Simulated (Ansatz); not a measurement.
## H on Pt(111): change of the work function

Aim: the work function of Pt(111) at several coverages of H (fcc site), and the dipole that each adsorbate carries.

Calculated with Ansatz 0.2.0; plane-wave DFT, PBE, Ansatz PAW.

Report form: inputs, costs, results and the conclusion, without the logs.

**1. The structure**

The cell holds 4 atoms: 4 Pt. Its edges and angles: a = 2.772 Å, b = 2.772 Å, c = 24.790 Å, α = 90.0°, β = 90.0°, γ = 60.0°. Vacuum lies along c.

**2. The clean slab**

The bare slab comes first, as the zero from which every change is counted. The two lowest layers are held at bulk places and the upper ones relax. The dipole correction removes the false field that a one-sided slab makes across the periodic vacuum, so each face gets a flat vacuum level of its own.

input.yaml reads:

```yaml
crystal:
  lattice:
    - [2.7718585823, 0.0, 0.0]
    - [1.3859292911, 2.4004999479, 0.0]
    - [0.0, 0.0, 24.7896391657]
  atoms:
    - { symbol: Pt, position: [0.0, 0.0, 0.3630549013] }
    - { symbol: Pt, position: [0.3333333333, 0.3333333333, 0.4543516338] }
    - { symbol: Pt, position: [0.6666666667, 0.6666666667, 0.5456483662] }
    - { symbol: Pt, position: [0.0, 0.0, 0.6369450987] }
kpoints:
  mp_grid: { grid: [12, 12, 1] }
hamiltonian:
  xc: pbe
scf:
  occupations: { method: fermi_dirac, width: 0.1 }
  convergence: { dr2_threshold: 1.0e-08 }
efield:
  axis: 3
  dipole_correction: true
  ramp_position: 0.97
  ramp_width: 0.06
relax:
  f_tol: 0.02
  max_steps: 60
  constraints: [{ sites: [0, 1] }]
output:
  write_potential: true
  write_density: true
  volumetric_format: npy
```

Run with:

```bash
ansatz run input.yaml --threads 4 --pin off --max-ram 16384MiB --backend cpu --events-out ev --progress --plain --runs-dir out
```

It took 14 s on 4 threads of Arm Neoverse V2, shared host; peak memory 0.49 GiB; 52 s of CPU time.

Step by step:

```
step  energy less that of the first step (eV)  largest force component (eV/Å)
   1                                   0.0000                          0.4882
   2                                  -0.0114                          0.3306
   3                                  -0.0224                          0.0711
   4                                  -0.0228                          0.0003
```

The run keeps the 6 symmetry operations that the program found, so distortions that break them were not tested.

The atoms that moved most (Å):

```
atom     dx     dy     dz  length
 Pt4  0.000  0.000  0.116   0.116
 Pt3  0.000  0.000  0.044   0.044
```

The relaxed structure:

```cif
data_structure
_symmetry_space_group_name_H-M 'P 1'
_symmetry_Int_Tables_number 1
_cell_length_a 2.7719
_cell_length_b 2.7719
_cell_length_c 24.7896
_cell_angle_alpha 90.000
_cell_angle_beta 90.000
_cell_angle_gamma 60.000
_cell_volume 164.95
loop_
_atom_site_label
_atom_site_type_symbol
_atom_site_fract_x
_atom_site_fract_y
_atom_site_fract_z
_atom_site_occupancy
Pt1 Pt 0.00000 0.00000 0.36305 1
Pt2 Pt 0.33333 0.33333 0.45435 1
Pt3 Pt 0.66667 0.66667 0.54741 1
Pt4 Pt 0.00000 0.00000 0.64162 1
```

Read from the output:

- energy at zero smearing: -50090.8990 eV
- work function, upper face: 5.703 eV
- work function, lower face: 5.672 eV
- dipole along the normal: -0.001156 e·Å
- step between the vacuum levels: 0.03143 eV

Running mean over 2.263 Å of the planar mean; the ramp of the sawtooth is left out. The electron's electrostatic potential energy less the Fermi level by z:

```
z (Å)  electron's electrostatic potential energy less the Fermi level (eV)
  3.5                                                                 5.67
  4.0                                                                 5.67
  4.5                                                                 5.67
  5.0                                                                 5.67
  5.5                                                                 5.66
  6.0                                                                 5.61
  6.5                                                                 5.42
  7.0                                                                 4.60
  7.5                                                                 1.20
  8.0                                                                -4.97
  8.5                                                                -9.97
  9.0                                                                -11.6
  9.5                                                                -11.9
 10.0                                                                -12.1
 10.5                                                                -12.1
 11.0                                                                -12.2
 11.5                                                                -12.1
 12.0                                                                -11.8
 12.5                                                                -11.7
 13.0                                                                -11.9
 13.5                                                                -12.1
 14.0                                                                -11.8
 14.5                                                                -11.2
 15.0                                                                -11.2
 15.5                                                                -11.5
 16.0                                                                -11.3
 16.5                                                                -9.22
 17.0                                                                -3.69
 17.5                                                                 2.21
 18.0                                                                 4.90
 18.5                                                                 5.51
 19.0                                                                 5.66
 19.5                                                                 5.69
 20.0                                                                 5.70
 20.5                                                                 5.70
 21.0                                                                 5.70
 21.5                                                                 5.70
```

The relaxation took 4 steps and lowered the energy by 0.023 eV; the largest force on the free atoms ends at 3.5e-4 eV/Å.

The work function of the upper face is 5.70 eV.

**3. Adsorbate added, k-mesh 4×4×1, coverage 0.111 ML**

System of this step: HPt36 (H/Pt(111)). The cell holds 37 atoms: 36 Pt and 1 H. Cell: a = 8.316 Å, b = 8.316 Å, c = 25.536 Å, α = 90.0°, β = 90.0°, γ = 60.0°. Vacuum lies along c.

The clean slab as it ended is repeated in the plane and the adsorbate is set on one face; the cell's size fixes the coverage, and the k-mesh shrinks with it to keep the sampling density about even. Adsorbate and upper layers relax, since the dipole depends on the height.

input.yaml reads:

```yaml
crystal:
  lattice:
    - [8.3155757468, 1.0e-10, 0.0]
    - [4.1577878733, 7.2014998438, 0.0]
    - [0.0, 0.0, 25.5361101358]
  atoms:
    - { symbol: Pt, position: [0.0, 0.0, 0.352442089] }
    - { symbol: Pt, position: [0.1111111111, 0.1111111111, 0.4410700375] }
    - { symbol: Pt, position: [0.2222222222, 0.2222222222, 0.5314032754] }
    - { symbol: Pt, position: [0.0, 0.0, 0.6228628172] }
    - { symbol: Pt, position: [0.0, 0.3333333333, 0.352442089] }
    - { symbol: Pt, position: [0.1111111111, 0.4444444444, 0.4410700375] }
    - { symbol: Pt, position: [0.2222222222, 0.5555555556, 0.5314032754] }
    - { symbol: Pt, position: [0.0, 0.3333333333, 0.6228628172] }
    - { symbol: Pt, position: [0.0, 0.6666666667, 0.352442089] }
    - { symbol: Pt, position: [0.1111111111, 0.7777777778, 0.4410700375] }
    - { symbol: Pt, position: [0.2222222222, 0.8888888889, 0.5314032754] }
    - { symbol: Pt, position: [0.0, 0.6666666667, 0.6228628172] }
    - { symbol: Pt, position: [0.3333333333, 0.0, 0.352442089] }
    - { symbol: Pt, position: [0.4444444444, 0.1111111111, 0.4410700375] }
    - { symbol: Pt, position: [0.5555555556, 0.2222222222, 0.5314032754] }
    - { symbol: Pt, position: [0.3333333333, 0.0, 0.6228628172] }
    - { symbol: Pt, position: [0.3333333333, 0.3333333333, 0.352442089] }
    - { symbol: Pt, position: [0.4444444444, 0.4444444444, 0.4410700375] }
    - { symbol: Pt, position: [0.5555555556, 0.5555555556, 0.5314032754] }
    - { symbol: Pt, position: [0.3333333333, 0.3333333333, 0.6228628172] }
    - { symbol: Pt, position: [0.3333333333, 0.6666666667, 0.352442089] }
    - { symbol: Pt, position: [0.4444444444, 0.7777777778, 0.4410700375] }
    - { symbol: Pt, position: [0.5555555556, 0.8888888889, 0.5314032754] }
    - { symbol: Pt, position: [0.3333333333, 0.6666666667, 0.6228628172] }
    - { symbol: Pt, position: [0.6666666667, 0.0, 0.352442089] }
    - { symbol: Pt, position: [0.7777777778, 0.1111111111, 0.4410700375] }
    - { symbol: Pt, position: [0.8888888889, 0.2222222222, 0.5314032754] }
    - { symbol: Pt, position: [0.6666666667, 0.0, 0.6228628172] }
    - { symbol: Pt, position: [0.6666666667, 0.3333333333, 0.352442089] }
    - { symbol: Pt, position: [0.7777777778, 0.4444444444, 0.4410700375] }
    - { symbol: Pt, position: [0.8888888889, 0.5555555556, 0.5314032754] }
    - { symbol: Pt, position: [0.6666666667, 0.3333333333, 0.6228628172] }
    - { symbol: Pt, position: [0.6666666667, 0.6666666667, 0.352442089] }
    - { symbol: Pt, position: [0.7777777778, 0.7777777778, 0.4410700375] }
    - { symbol: Pt, position: [0.8888888889, 0.8888888889, 0.5314032754] }
    - { symbol: Pt, position: [0.6666666667, 0.6666666667, 0.6228628172] }
    - { symbol: H, position: [0.1111111111, 0.1111111111, 0.647557911] }
kpoints:
  mp_grid: { grid: [4, 4, 1] }
hamiltonian:
  xc: pbe
scf:
  occupations: { method: fermi_dirac, width: 0.1 }
  convergence: { dr2_threshold: 1.0e-08 }
efield:
  axis: 3
  dipole_correction: true
  ramp_position: 0.97
  ramp_width: 0.06
relax:
  f_tol: 0.02
  max_steps: 60
  constraints:
    - { sites: [0, 1, 4, 5, 8, 9, 12, 13, 16, 17, 20, 21, 24, 25, 28, 29, 32, 33] }
output:
  write_potential: true
  write_density: true
  volumetric_format: npy
```

The job ended after 8.1 min (4 threads; peak memory 9.9 GiB).

Relaxation path:

```
step  energy less that of the first step (eV)  largest force component (eV/Å)
   1                                   0.0000                          1.5185
   2                                  -0.2133                          0.3647
   3                                  -0.2717                          0.0748
   4                                  -0.2736                          0.0110
```

The run keeps the 6 symmetry operations that the program found, so distortions that break them were not tested.

The atoms that moved most (Å):

```
atom      dx      dy      dz  length
 H37   0.000   0.000   0.292   0.292
Pt16   0.034  -0.020   0.045   0.060
 Pt4  -0.034  -0.020   0.045   0.060
 Pt8   0.000   0.039   0.045   0.060
Pt24   0.000  -0.013  -0.002   0.013
Pt32  -0.011   0.007  -0.002   0.013
Pt20   0.011   0.007  -0.002   0.013
Pt27   0.003  -0.002   0.012   0.012
```

Final coordinates:

```
Pt H
1.0
     8.31558    0.00000    0.00000
     4.15779    7.20150    0.00000
     0.00000    0.00000   25.53611
Pt H
36 1
Direct
  0.00000 0.00000 0.35244
  0.11111 0.11111 0.44107
  0.22198 0.22198 0.53187
  0.99726 0.99726 0.62462
  0.00000 0.33333 0.35244
  0.11111 0.44444 0.44107
  0.22208 0.55563 0.53121
  0.99726 0.33881 0.62462
  0.00000 0.66667 0.35244
  0.11111 0.77778 0.44107
  0.22198 0.88938 0.53187
  0.00026 0.66654 0.62296
  0.33333 0.00000 0.35244
  0.44444 0.11111 0.44107
  0.55563 0.22208 0.53121
  0.33881 0.99726 0.62462
  0.33333 0.33333 0.35244
  0.44444 0.44444 0.44107
  0.55563 0.55563 0.53121
  0.33424 0.33424 0.62278
  0.33333 0.66667 0.35244
  0.44444 0.77778 0.44107
  0.55494 0.88919 0.53151
  0.33424 0.66485 0.62278
  0.66667 0.00000 0.35244
  0.77778 0.11111 0.44107
  0.88938 0.22198 0.53187
  0.66654 0.00026 0.62296
  0.66667 0.33333 0.35244
  0.77778 0.44444 0.44107
  0.88919 0.55494 0.53151
  0.66485 0.33424 0.62278
  0.66667 0.66667 0.35244
  0.77778 0.77778 0.44107
  0.88919 0.88919 0.53151
  0.66654 0.66654 0.62296
  0.11111 0.11111 0.65901
```

Read from the output:

* energy at zero smearing: -450834.4217 eV
* work function, upper face: 5.654 eV
* dipole along the normal: 0.001343 e·Å

Running mean over 2.263 Å of the planar mean; the ramp of the sawtooth is left out. Table of electron's electrostatic potential energy less the Fermi level by z:

z (Å), electron's electrostatic potential energy less the Fermi level (eV) and a bar from the least value:
```
      3.0        5.7 ##############################
      3.5        5.7 ##############################
      4.0        5.7 ##############################
      4.5        5.7 ##############################
      5.0        5.7 ##############################
      5.5        5.6 ##############################
      6.0        5.6 ##############################
      6.5        5.4 ##############################
      7.0        4.6 ############################
      7.5        1.2 #######################
      8.0       -5.0 ############
      8.5      -10.0 ####
      9.0      -11.6 #
      9.5      -11.9 
     10.0      -12.1 
     10.5      -12.1 
     11.0      -12.2 
     11.5      -12.1 
     12.0      -11.8 #
     12.5      -11.6 #
     13.0      -11.9 #
     13.5      -12.1 
     14.0      -11.7 #
     14.5      -11.1 ##
     15.0      -11.0 ##
     15.5      -11.5 #
     16.0      -11.5 #
     16.5       -9.5 ####
     17.0       -4.1 ##############
     17.5        1.9 ########################
     18.0        4.8 ############################
     18.5        5.4 ##############################
     19.0        5.6 ##############################
     19.5        5.6 ##############################
     20.0        5.7 ##############################
     20.5        5.7 ##############################
     21.0        5.7 ##############################
     21.5        5.7 ##############################
     22.0        5.7 ##############################
     22.5        5.7 ##############################
```

The relaxation took 4 steps and lowered the energy by 0.27 eV; the largest force on the free atoms ends at 0.011 eV/Å.

The covered face has 5.65 eV, -0.05 eV against the clean one; the bare back face has moved by -0.01 eV, a measure of how thin the slab is.

(Part 1 of 2 ends here.)

[Long decimals in the printed logs are rounded to 6 places.]

[Logs are printed without paths, hosts, clocks, repeated set-up lines and the standing remarks that a program may print on its own settings, such as how far it seeks lower states.]

[Hosts, paths, dates, database ids (printed as entryN), source tags and the programs' standing remarks are cut or masked in the printed files.]

[Maps of the electrostatic potential energy from Ansatz leave out the sawtooth potential of an applied field or a dipole correction, so their vacuum need not be flat; planar profiles and work functions include it.]
